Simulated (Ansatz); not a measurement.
## Zn2C (model cell, started as cuprite): phonons and vibrational spectra

Task: relax Zn2C (model cell, started as cuprite), then find its harmonic phonons.

Calculated with Ansatz 0.2.0; DFT r2SCAN, scalar-relativistic, plane waves, PAW.

This is a report of a sequence of runs, with most program output left out.

The structure was built from a prototype and need not be the compound's stable phase.

## 1. The structure

It takes space group Pn-3m (No. 224, cubic). Conventional cell: a = 4.552 Å, b = 4.552 Å, c = 4.552 Å, α = 90.00°, β = 90.00°, γ = 90.00°. Nearest to C lie 4 Zn at 1.97 Å. Nearest to Zn lie 2 C at 1.97 Å. Farther neighbours are not listed.

Coordinates:

```cif
data_structure
_symmetry_space_group_name_H-M 'Pn-3m:1'
_symmetry_Int_Tables_number 224
_cell_length_a 4.5523
_cell_length_b 4.5523
_cell_length_c 4.5523
_cell_angle_alpha 90.000
_cell_angle_beta 90.000
_cell_angle_gamma 90.000
_cell_volume 94.34
loop_
_atom_site_label
_atom_site_type_symbol
_atom_site_symmetry_multiplicity
_atom_site_Wyckoff_symbol
_atom_site_fract_x
_atom_site_fract_y
_atom_site_fract_z
_atom_site_occupancy
C1 C 2 a 0.00000 0.00000 0.00000 1
Zn1 Zn 4 b 0.25000 0.25000 0.25000 1
```

## 2. Relaxation

The cell and atoms are relaxed, since residual forces and stress would shift the frequencies.

Contents of input.yaml:

```yaml
crystal:
  lattice:
    - [4.55229, 0.0, 0.0]
    - [0.0, 4.55229, 0.0]
    - [0.0, 0.0, 4.55229]
  atoms:
    - { symbol: C, position: [0.0, 0.0, 0.0] }
    - { symbol: C, position: [0.5, 0.5, 0.5] }
    - { symbol: Zn, position: [0.25, 0.25, 0.25] }
    - { symbol: Zn, position: [0.75, 0.75, 0.25] }
    - { symbol: Zn, position: [0.75, 0.25, 0.75] }
    - { symbol: Zn, position: [0.25, 0.75, 0.75] }
kpoints:
  mp_grid: { grid: [6, 6, 6] }
hamiltonian:
  xc: r2scan
scf:
  occupations: { method: gaussian, width: 0.02 }
output:
  forces: true
  stress: true
  eigenvalues: true
  write_density: true
  write_potential: true
  elf: true
  volumetric_format: npy
relax:
  adjacent_minimum: "off"
  f_tol: 0.005
  max_steps: 80
  cell: { stress_tol: 0.05 }
```

Run with:

```
> ansatz run input.yaml --threads 8 --pin off --max-ram 14336MiB --backend cpu --events-out ev --progress --plain --runs-dir out
```

Elapsed: 9.8 s, on 8 threads of Arm Neoverse V1, shared host; peak memory 0.75 GiB; 71 s of CPU time.

Relaxation path:

```
step  energy less that of the first step (eV)  largest force component (eV/Å)  pressure (GPa)  volume (Å³)
   1                                   0.0000                          0.0000           -6.01        94.34
   2                                  -0.1034                          0.0000           -2.64        90.60
   3                                  -0.1245                          0.0000            0.35        87.86
   4                                  -0.1247                          0.0000            0.00        88.16
  5*                                  -0.1235                          0.0000           -0.01        88.16
```

Relaxation steps marked * repeat the geometry before them on a plane-wave basis chosen anew for their cell, so energy and pressure can jump there.

Forces are held to the 48 operations that the run works with; a distortion that breaks them can't arise in this run.

```
conventional cell, symmetrised  before  after  change
                         a (Å)   4.552  4.451  -2.2 %
                         b (Å)   4.552  4.451  -2.2 %
                         c (Å)   4.552  4.451  -2.2 %
              volume (Å³/atom)   15.72  14.69  -6.6 %
```

This step gave:

```yaml
pressure: -0.01254 GPa
gap_on_the_k_mesh: 0.9733 eV
volume_per_atom: 14.69 Å³
direct_gap_on_mesh: 1.400 eV
```

Electrostatic potential energy in the ac plane at fractional y = 0.250, with atoms of Zn within 0.2 Å of it. With pseudopotentials it is smooth inside the atoms' cores, unlike the true potential.

Ten even steps from '0' (-35 eV) to '9' (12 eV), each cell a mean:
```
99999999875679
99999998632247
99999998410026
99999998410025
99999998521137
99999999854468
99989999988889
98766899999999
86322489999999
84100269999999
84100268999999
85211379999999
98544689999999
99888899999999
```
Columns run along a (4.5 Å; values clipped at the 3rd and 97th percentile), rows up along c (4.5 Å). Atoms in or near the plane, at fractional coordinates: Zn at (0.25, 0.25), Zn at (0.75, 0.75).

Valence density in the ac plane at fractional y = 0.250, with atoms of Zn within 0.2 Å of it. It is the smooth field of the valence electrons, not physical close to the nuclei.

Ten steps, logarithmic in the rise over the least value, from '_' (0 e/Å³) to '@' (30 e/Å³), each cell a mean:
```
....______________..::::....
..______________..--++++--..
______________..::**@@%%++::
______________..--##@@@@++::
______________..::++##**--..
____________......::--::..__
________................____
____..::::........__________
__..--++==--....____________
..--**@@%%==::..____________
..--##@@@@++::______________
..::==##**--..______________
....::----..______________..
..........______________....
```
Columns run along a (4.5 Å), rows up along c (4.5 Å). Atoms in or near the plane, at fractional coordinates: Zn at (0.25, 0.25), Zn at (0.75, 0.75).

ELF in the ac plane at fractional y = 0.250, with atoms of Zn within 0.2 Å of it. It is the smooth field of the valence electrons, not physical close to the nuclei.

Values, 14 rows by 14 columns, each cell a mean:
```
0.57 0.51 0.38 0.23 0.16 0.11 0.09 0.12 0.17 0.19 0.18 0.20 0.29 0.45
0.43 0.40 0.27 0.14 0.08 0.07 0.11 0.16 0.19 0.14 0.07 0.08 0.18 0.29
0.27 0.26 0.14 0.06 0.05 0.08 0.15 0.18 0.17 0.04 0.00 0.01 0.08 0.20
0.19 0.15 0.07 0.04 0.07 0.15 0.24 0.21 0.15 0.03 0.00 0.00 0.07 0.18
0.16 0.10 0.06 0.07 0.14 0.26 0.37 0.31 0.20 0.08 0.03 0.04 0.14 0.19
0.12 0.09 0.10 0.16 0.26 0.40 0.51 0.49 0.32 0.20 0.15 0.17 0.19 0.17
0.10 0.12 0.16 0.19 0.26 0.42 0.57 0.60 0.49 0.31 0.21 0.18 0.16 0.12
0.12 0.17 0.19 0.18 0.20 0.29 0.47 0.57 0.51 0.37 0.24 0.15 0.11 0.09
0.16 0.19 0.14 0.07 0.08 0.17 0.29 0.42 0.40 0.26 0.15 0.08 0.07 0.11
0.18 0.16 0.04 0.00 0.01 0.08 0.20 0.26 0.26 0.14 0.07 0.05 0.08 0.16
0.21 0.15 0.03 0.00 0.00 0.07 0.18 0.19 0.16 0.07 0.04 0.06 0.14 0.23
0.31 0.21 0.09 0.03 0.04 0.14 0.19 0.16 0.10 0.06 0.07 0.14 0.27 0.38
0.48 0.33 0.21 0.15 0.16 0.19 0.17 0.12 0.09 0.10 0.15 0.26 0.40 0.51
0.60 0.48 0.31 0.21 0.18 0.16 0.12 0.10 0.12 0.16 0.19 0.27 0.43 0.57
```
Columns run along a (4.5 Å), rows up along c (4.5 Å). Atoms in or near the plane, at fractional coordinates: Zn at (0.25, 0.25), Zn at (0.75, 0.75).

In this step the volume went from 15.72 to 14.69 Å³/atom.

## 3. Tight relaxation

Phonons need a cell at rest on their own settings, so the relaxation is repeated with tight tolerances on forces and stress on the k mesh and occupations of the first response run.

Contents of input.yaml:

```yaml
crystal:
  lattice:
    - [4.4505756034, 0.0, 0.0]
    - [0.0, 4.4505756034, 0.0]
    - [0.0, 0.0, 4.4505756034]
  atoms:
    - { symbol: C, position: [0.0, 0.0, 0.0] }
    - { symbol: C, position: [0.5, 0.5, 0.5] }
    - { symbol: Zn, position: [0.25, 0.25, 0.25] }
    - { symbol: Zn, position: [0.75, 0.75, 0.25] }
    - { symbol: Zn, position: [0.75, 0.25, 0.75] }
    - { symbol: Zn, position: [0.25, 0.75, 0.75] }
kpoints:
  mp_grid: { grid: [6, 6, 6] }
hamiltonian:
  xc: r2scan
scf:
  occupations: { method: fixed }
output:
  forces: true
  stress: true
  eigenvalues: true
relax:
  adjacent_minimum: "off"
  f_tol: 0.001
  max_steps: 60
  cell: { stress_tol: 0.01 }
```

The job ended after 5.2 s (8 threads; peak memory 0.73 GiB).

Little changed from the start: no atom moved by 0.005 Å and no cell edge by 0.1 %.

This step gave:

```yaml
pressure: -0.005463 GPa
gap_on_the_k_mesh: 0.9732 eV
```

The forces vanish by symmetry and the pressure is -0.005 GPa, within the tolerances set. The cell now holds 14.69 Å³/atom.

## 4. The dispersion

Stability and thermal properties need the whole zone. Linear response on a 2×2×2 q mesh gives force constants as far as a supercell of that size would.

Contents of input.yaml:

```yaml
crystal:
  lattice:
    - [4.4504730746, 0.0, 0.0]
    - [0.0, 4.4504730746, 0.0]
    - [0.0, 0.0, 4.4504730746]
  atoms:
    - { symbol: C, position: [0.0, 0.0, 0.0] }
    - { symbol: C, position: [0.5, 0.5, 0.5] }
    - { symbol: Zn, position: [0.25, 0.25, 0.25] }
    - { symbol: Zn, position: [0.75, 0.75, 0.25] }
    - { symbol: Zn, position: [0.75, 0.25, 0.75] }
    - { symbol: Zn, position: [0.25, 0.75, 0.75] }
kpoints:
  mp_grid: { grid: [6, 6, 6] }
hamiltonian:
  xc: r2scan
scf:
  occupations: { method: fixed }
output:
  eigenvalues: true
phonons:
  method: dfpt
  dielectric: true
  rigid_motions: translations
  qmesh: [2, 2, 2]
  temperatures: { t_max: 1000, t_step: 50 }
  qpath:
    path:
      - [[0.0, 0.0, 0.0], [0.0, 0.5, 0.0], [0.5, 0.5, 0.0], [0.0, 0.0, 0.0], [0.5, 0.5, 0.5], [0.0, 0.5, 0.0]]
      - [[0.5, 0.5, 0.5], [0.5, 0.5, 0.0]]
    npoints: 10
```

It took 4.6 min on 8 threads; peak memory 2.9 GiB.

This step gave:

```yaml
gap_on_the_k_mesh: 0.9731 eV
sum_rule_residual_before_enforcement: 9.12e-4 eV/Å²
miss_of_the_charge_sum_rule: 0.004690 e
estimated_error_of_the_dielectric_tensor: 0.03488
estimated_error_of_the_born_charges: 0.01420 e
lowest_frequency_on_the_path: 0 cm⁻¹
point_group: m-3m
highest_frequency_on_the_path_or_at_a_solved_wavevector: 728 cm⁻¹
mean_frequency: 302.2 cm⁻¹
debye_temperature_second_moment: 730 K
logarithmic_mean_frequency: 204.5 cm⁻¹
highest_optical_mode_at_the_zone_centre_no_lo_to_term: 673.2 cm⁻¹
lowest_optical_zone_centre_mode: 84.41 cm⁻¹
mean_high_frequency_dielectric_constant: 9.903
largest_born_charge_third_of_the_trace: -2.742 e
mean_static_dielectric_constant: 12.71
```

Optical modes at the zone centre, without and with the macroscopic field of the longitudinal modes; each column is sorted by frequency, so a row need not hold one and the same mode. Modes with and without the field, by row:

```
rank among optical modes  no field (cm⁻¹)  q along (1, 0, 0) (cm⁻¹)
                       1             84.4                      84.4
                       2             84.4                      84.4
                       3             84.4                      84.4
                       4            148.6                     148.6
                       5            148.6                     148.6
                       6            148.6                     155.7
                       7            169.3                     169.3
                       8            169.3                     169.3
                       9            332.9                     332.9
                      10            603.6                     603.6
                      11            603.6                     603.6
                      12            603.6                     603.6
                      13            673.2                     673.2
                      14            673.2                     673.2
                      15            673.2                       728
```

Born charge (rows field, columns displacement) (e), principal values of the symmetric part by kind of site:

```
atom  atoms with these values    low  middle   high   mean
  C1                        2  -2.74   -2.74  -2.74  -2.74
 Zn3                        4   0.85    0.85   2.41   1.37
```

In full for Zn3:

```
1.37 0.52 0.52
0.52 1.37 0.52
0.52 0.52 1.37
```

High-frequency dielectric tensor:

```
9.90 0.00 0.00
0.00 9.90 0.00
0.00 0.00 9.90
```

Static dielectric tensor (ions relaxed, fixed cell):

```
12.71  0.00  0.00
 0.00 12.71  0.00
 0.00  0.00 12.71
```

Transverse modes. Lines of the infrared spectrum (strongest = 100):

```
position (cm⁻¹)  label  relative intensity
             84    T2u                 0.0
            149    T1u                 3.3
            169     Eu                 0.0
            333    A2u                 0.0
            604    T2g                 0.0
            673    T1u                 100
```

Frequencies (cm⁻¹) solved at each irreducible wavevector; negative means imaginary. Frequencies by wavevector, by row:

```
q in reciprocal lattice units  star  mode 1  mode 2  mode 3  mode 4  mode 16  mode 17  mode 18
                        0 0 0     1       0       0       0    84.4    673.2    673.2    673.2
                     0 0 -0.5     3    69.3    69.3    91.7    91.7    672.9    680.6    680.6
                  0 -0.5 -0.5     3    51.3    51.3    98.1    98.1    644.7    656.5    656.5
               -0.5 -0.5 -0.5     1    72.6    72.6    72.6    78.7    706.6    706.6    706.6
```

Interpolated from a 2×2×2 q mesh, rough between the solved points, with the LO-TO term (at Γ the limit along the path; where Γ stands inside the path, tables give the limit on arrival). The phonon branches at the labelled points (cm⁻¹):

```
    point  branch 1  branch 2  branch 3  branch 4  branch 15  branch 16  branch 17  branch 18
        Γ         0         0         0        84        604        673        673        728
  halfway        48        48        78        88        631        673        673        716
        X        69        69        92        92        673        673        681        681
  halfway        69        69        89        89        665        665        667        667
        M        51        51        98        98        645        645        656        656
  halfway        24        66        88        90        624        668        672        700
        Γ         0         0         0        84        604        673        673        728
  halfway        50        50        80       108        646        678        680        680
        R        73        73        73        79        587        707        707        707
  halfway        71        71        82        86        638        662        684        688
        X        69        69        92        92        673        673        681        681
jump to R        73        73        73        79        587        707        707        707
  halfway        65        65        85        88        605        688        690        690
        M        51        51        98        98        645        645        656        656
```

(Part 1 of 2 ends here.)

[Logs are printed without paths, hosts, clocks, repeated set-up lines and the standing remarks that a program may print on its own settings, such as how far it seeks lower states.]

[Hosts, paths, dates, database ids (printed as entryN), source tags and the programs' standing remarks are cut or masked in the printed files.]
